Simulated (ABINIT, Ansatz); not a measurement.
**GeTe3Pb (Pm-3m): phonons by linear response**

How does GeTe3Pb (Pm-3m) vibrate, and is this structure a minimum?

Calculated with ABINIT 10.8.3; DFT LDA, scalar-relativistic, plane waves, HGH norm-conserving pseudopotentials.

The structure was built from a prototype and need not be the compound's stable phase.

## Step 1: Starting point

The structure is cubic, space group Pm-3m (No. 221). Conventional cell: a = 5.317 Å, b = 5.317 Å, c = 5.317 Å, α = 90.00°, β = 90.00°, γ = 90.00°. Nearest to Pb lie 12 Te at 3.76 Å. Nearest to Ge lie 6 Te at 2.66 Å. Nearest to Te lie 2 Ge at 2.66 Å. Farther neighbours and most contacts between anions are not listed.

## Step 2: Relaxation

The harmonic expansion needs vanishing forces, and a free crystal bears no stress, so cell and atoms are brought to rest. Stress is more sensitive to the basis than forces are: the last 3 Ha under the cutoff are smoothed with ecutsm, and the cutoff is raised above that of the later runs.

The starting cell comes from a relaxation made beforehand in Ansatz (LDA, PseudoDojo NC).

The input, relax.abi:

```
# relaxation
ionmov 2
optcell 2
dilatmx 1.08
ntime 40
tolmxf 1.0d-05
tolvrs 1.0d-14
prtwf 0
prtden 0
chksymtnons 0

# basis, mesh and filling
ecut 26.0
ecutsm 3.0
ixc 7
ngkpt 4 4 4
nshiftk 1
shiftk 0.0 0.0 0.0
istwfk *1
occopt 6
tsmear 0.01
nband 20
nstep 100
diemac 1000000.0
prtebands 0
prtgsr 0
useylm 1

# cell and atoms
acell 3*1.0 Angstrom
rprim 
    5.317261867 0.0 0.0
    0.0 5.317261867 0.0
    0.0 0.0 5.317261867
ntypat 3
znucl 82 32 52
natom 5
typat 1 2 3 3 3
xred 
    0.0 0.0 0.0
    0.5 0.5 0.5
    0.5 0.5 0.0
    0.5 0.0 0.5
    0.0 0.5 0.5
pp_dirpath "./pseudo"
pseudos "Pb.hgh, Ge.hgh, Te.hgh"
```

The run is started by

```console
$ OMP_NUM_THREADS=1 mpirun -n 4 abinit relax.abi > relax.log
```

Numbers of over 12 decimals in the logs are rounded to 6 here.

relax.abo, the main output file:

```text
[banners, grids, parts of the stress and lines that vanish by symmetry left out]
- input  file    -> relax.abi
- output file    -> relax.abo
- root for input  files -> relaxi
[...]
Symmetries : space group Pm -3 m (#221); Bravais cP (primitive cubic)
[...]
mpw =        8217          nfft =      125000          nkpt =          10
[...]
== DATASET  1 ==================================================================
[...]
cutoff_energies: {ecut:  26.0, pawecutdg:  -1.0, }
[...]
Exchange-correlation functional for the present dataset will be:
  LDA: Perdew-Wang 92 LSD fit to Ceperley-Alder data - ixc=7
[...]
ETOT  1  -32.283478863941    -3.228E+01 3.097E-02 1.292E+02
 ETOT  2  -32.323807470767    -4.033E-02 4.348E-03 2.549E+00
 ETOT  3  -32.324182472186    -3.750E-04 5.441E-04 1.833E-01
 ETOT  4  -32.324208217910    -2.575E-05 6.351E-04 1.394E-03
 ETOT  5  -32.324208389552    -1.716E-07 5.083E-04 4.990E-05
[...]
At SCF step   11       vres2   =  2.38E-16 < tolvrs=  1.00E-14 =>converged.
[...]
sigma(1 1)= -1.49850851E-05  sigma(3 2)=  0.00000000E+00
  sigma(2 2)= -1.49850851E-05  sigma(3 1)=  0.00000000E+00
  sigma(3 3)= -1.49850851E-05  sigma(2 1)=  0.00000000E+00
[...]
convergence: {deltae: -1.350E-13, res2:  2.376E-16, residm:  4.272E-05, diffor: null, }
etotal    :  -3.23242084E+01
[...]
ETOT  1  -32.324215404461    -3.232E+01 9.703E-06 1.193E-01
[...]
At SCF step    9       vres2   =  4.84E-16 < tolvrs=  1.00E-14 =>converged.
[...]
sigma(1 1)= -1.26627341E-05  sigma(3 2)=  0.00000000E+00
  sigma(2 2)= -1.26627341E-05  sigma(3 1)=  0.00000000E+00
  sigma(3 3)= -1.26627341E-05  sigma(2 1)=  0.00000000E+00
[...]
convergence: {deltae: -2.558E-13, res2:  4.840E-16, residm:  2.092E-08, diffor: null, }
etotal    :  -3.23242273E+01
[...]
ETOT  1  -32.323900612994    -3.232E+01 1.643E-07 3.711E+00
[...]
At SCF step   10       vres2   =  9.80E-17 < tolvrs=  1.00E-14 =>converged.
[...]
sigma(1 1)= -1.66544210E-07  sigma(3 2)=  0.00000000E+00
  sigma(2 2)= -1.66544210E-07  sigma(3 1)=  0.00000000E+00
  sigma(3 3)= -1.66544210E-07  sigma(2 1)=  0.00000000E+00
[...]
convergence: {deltae:  8.242E-13, res2:  9.802E-17, residm:  2.817E-11, diffor: null, }
etotal    :  -3.23242754E+01
[...]
ETOT  1  -32.324275367239    -3.232E+01 8.552E-11 6.487E-04
[...]
ETOT  7  -32.324275432212     1.165E-12 8.167E-13 1.335E-14
 ETOT  8  -32.324275432212    -7.105E-15 1.015E-12 1.565E-16
 At SCF step    8       vres2   =  1.56E-16 < tolvrs=  1.00E-14 =>converged.
[...]
sigma(1 1)= -1.87871921E-09  sigma(3 2)=  0.00000000E+00
  sigma(2 2)= -1.87871921E-09  sigma(3 1)=  0.00000000E+00
  sigma(3 3)= -1.87871921E-09  sigma(2 1)=  0.00000000E+00
[...]
convergence: {deltae: -7.105E-15, res2:  1.565E-16, residm:  1.015E-12, diffor: null, }
etotal    :  -3.23242754E+01
[...]
At Broyd/MD step   4, gradients are converged :
[...]
sigma(1 1)= -1.87871921E-09  sigma(3 2)=  0.00000000E+00
  sigma(2 2)= -1.87871921E-09  sigma(3 1)=  0.00000000E+00
  sigma(3 3)= -1.87871921E-09  sigma(2 1)=  0.00000000E+00
[...]
- sigma(1 1)= -5.52738274E-05  sigma(3 2)=  0.00000000E+00
- sigma(2 2)= -5.52738275E-05  sigma(3 1)=  0.00000000E+00
- sigma(3 3)= -5.52738274E-05  sigma(2 1)=  0.00000000E+00
[...]
fcart     -0.0000000000E+00 -0.0000000000E+00 -0.0000000000E+00
           strten     -1.8787192067E-09 -1.8787192093E-09 -1.8787192062E-09
================================================================================

[key lines of the parts left out:]
pressure_GPa:   5.5274E-05
Total energy (etotal) [Ha]= -3.23242754322116E+01
```

Run time: 99 s. Hardware: 4 MPI ranks of Arm Neoverse N1, shared host; 6.6 min of CPU time.

Step by step:

```
step  energy less that of the first step (eV)  largest force (eV/Å)  volume (Å³)
   1                                   0.0000                0.0000       150.34
   2                                  -0.0005                0.0000       150.54
   3                                  -0.0018                0.0000       151.66
   4                                  -0.0018                0.0000       151.67
```

```
conventional cell, symmetrised  before  after  change
                         a (Å)   5.317  5.333  +0.3 %
                         b (Å)   5.317  5.333  +0.3 %
                         c (Å)   5.317  5.333  +0.3 %
              volume (Å³/atom)   30.07  30.33  +0.9 %
```

Final coordinates:

```xyz
5
Lattice="5.3330 0.0000 0.0000 0.0000 5.3330 0.0000 0.0000 0.0000 5.3330" Properties=species:S:1:pos:R:3 pbc="T T T"
Pb    0.0000    0.0000    0.0000
Ge    2.6665    2.6665    2.6665
Te    2.6665    2.6665    0.0000
Te    2.6665    0.0000    2.6665
Te    0.0000    2.6665    2.6665
```

Read from the output:

- volume per atom: 30.33 Å³
- pressure: 5.53e-5 GPa
- gap on the k-mesh: 0 eV

The volume changes by +0.9 % from the cell with which this run began.

## Step 3: Self-consistent run for the response

The response is built on these wavefunctions, so the potential is converged far more tightly than an energy would need. Occupations are smeared.

The input, gs.abi:

```
# ground state
tolvrs 1.0d-16
prtden 1
prtwf 1
prtpot 1

# basis, mesh and filling
ecut 20.0
ixc 7
ngkpt 4 4 4
nshiftk 1
shiftk 0.0 0.0 0.0
istwfk *1
occopt 6
tsmear 0.01
nband 20
nstep 100
diemac 1000000.0
prtebands 0
prtgsr 0
useylm 1

# cell and atoms
acell 3*1.0 Angstrom
rprim 
    5.332976838 0.0 0.0
    0.0 5.332976838 0.0
    0.0 0.0 5.332976838
ntypat 3
znucl 82 32 52
natom 5
typat 1 2 3 3 3
xred 
    0.0 0.0 0.0
    0.5 0.5 0.5
    0.5 0.5 0.0
    0.5 0.0 0.5
    0.0 0.5 0.5
pp_dirpath "./pseudo"
pseudos "Pb.hgh, Ge.hgh, Te.hgh"
```

The run is started by

```console
$ OMP_NUM_THREADS=1 mpirun -n 4 abinit gs.abi > gs.log
```

gs.abo, the main output file:

```text
[banners, grids, parts of the stress and lines that vanish by symmetry left out]
- input  file    -> gs.abi
- output file    -> gs.abo
- root for input  files -> gsi
[...]
Symmetries : space group Pm -3 m (#221); Bravais cP (primitive cubic)
[...]
mpw =        4416          nfft =       91125          nkpt =          10
[...]
== DATASET  1 ==================================================================
[...]
cutoff_energies: {ecut:  20.0, pawecutdg:  -1.0, }
[...]
Exchange-correlation functional for the present dataset will be:
  LDA: Perdew-Wang 92 LSD fit to Ceperley-Alder data - ixc=7
[...]
ETOT  1  -32.289515030074    -3.229E+01 2.783E-02 9.508E+01
 ETOT  2  -32.322903488965    -3.339E-02 1.959E-03 2.327E+00
 ETOT  3  -32.323327850832    -4.244E-04 8.455E-04 1.269E-01
 ETOT  4  -32.323352833850    -2.498E-05 1.031E-03 1.203E-03
 ETOT  5  -32.323353043639    -2.098E-07 3.694E-04 4.908E-05
[...]
ETOT 11  -32.323353052078     5.400E-13 1.608E-05 8.688E-16
 ETOT 12  -32.323353052078     4.547E-13 1.503E-05 2.109E-18
 At SCF step   12       vres2   =  2.11E-18 < tolvrs=  1.00E-16 =>converged.
[...]
sigma(1 1)=  4.96952146E-06  sigma(3 2)=  0.00000000E+00
  sigma(2 2)=  4.96952146E-06  sigma(3 1)=  0.00000000E+00
  sigma(3 3)=  4.96952146E-06  sigma(2 1)=  0.00000000E+00
[...]
convergence: {deltae:  4.547E-13, res2:  2.109E-18, residm:  1.503E-05, diffor: null, }
etotal    :  -3.23233531E+01
[...]
sigma(1 1)=  4.96952146E-06  sigma(3 2)=  0.00000000E+00
  sigma(2 2)=  4.96952146E-06  sigma(3 1)=  0.00000000E+00
  sigma(3 3)=  4.96952146E-06  sigma(2 1)=  0.00000000E+00
[...]
- sigma(1 1)=  1.46208369E-01  sigma(3 2)=  0.00000000E+00
- sigma(2 2)=  1.46208369E-01  sigma(3 1)=  0.00000000E+00
- sigma(3 3)=  1.46208369E-01  sigma(2 1)=  0.00000000E+00
[...]
fcart     -0.0000000000E+00 -0.0000000000E+00 -0.0000000000E+00
           strten      4.9695214612E-06  4.9695214612E-06  4.9695214612E-06
================================================================================

[key lines of the parts left out:]
pressure_GPa:  -1.4621E-01
```

Wall time 21 s (4 MPI ranks); 83 s of CPU time.

This step gave:

```
pressure : -0.1462 GPa
```

The cell stands at -0.15 GPa: the relaxation ran with a smoothed and higher cutoff, and the difference is a stress of the finite basis.

(Continued in part 2 of 4.)

[Host names and launcher messages were left out of these logs when they were recorded.]

[Logs are printed without paths, hosts, clocks, repeated set-up lines and the standing remarks that a program may print on its own settings, such as how far it seeks lower states.]

[Hosts, paths, dates, database ids (printed as entryN), source tags and the programs' standing remarks are cut or masked in the printed files.]
